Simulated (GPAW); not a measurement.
# Polarising 1T-FeClI monolayer with a field along the normal

The dipole of the cell at several fields, atoms fixed. What does the strongest field give, and what length does the slope stand for?

Set-up. GPAW 26.7.0, plane waves (400 eV), PAW setups, PBE, 9×9 mesh, a dipole layer in the vacuum; geometry relaxed without an applied field with GPAW. The cell's area is 12.62 Å², and e/ε0 = 180.95 V Å.

The runs, one held back:

```
field (V/Å)  dipole (e Å)
       −0.2       −0.1059
       −0.1       −0.0731
      −0.05       −0.0567
       0.05       −0.0238
        0.1       −0.0074
        0.2        0.0256
        0.3             ?
```

**Question.** What is the dipole at 0.3 V/Å?

A: A line through the 6 points has the slope α = 0.329 e Å per V/Å and the intercept p₀ = −0.0402 e Å (r.m.s. residual 5.0e−05). At 0.3 V/Å it gives p = −0.0402 + 0.329 × 0.3 = 0.0584 e Å; the run gives 0.0585 e Å, so the response stays linear to 0.1 % of the induced part. Dividing by ε0 and the area: α/(ε0 A) = 0.329 × 180.95 / 12.62 = 4.71 Å, against 2.98 Å between the outer nuclei.

**Limits.** This is the electronic response alone; ions that move would add to it in polar layers. Spin-polarised runs started from parallel moments; another order may lie lower. Spin-orbit coupling is left out, which matters for the heavier atoms here. Layers with unlike faces were relaxed with their cell in a fully periodic cell without the dipole layer, so their atoms felt a small spurious field.

[Logs are printed without paths, hosts, clocks, repeated set-up lines and the standing remarks that a program may print on its own settings, such as how far it seeks lower states.]
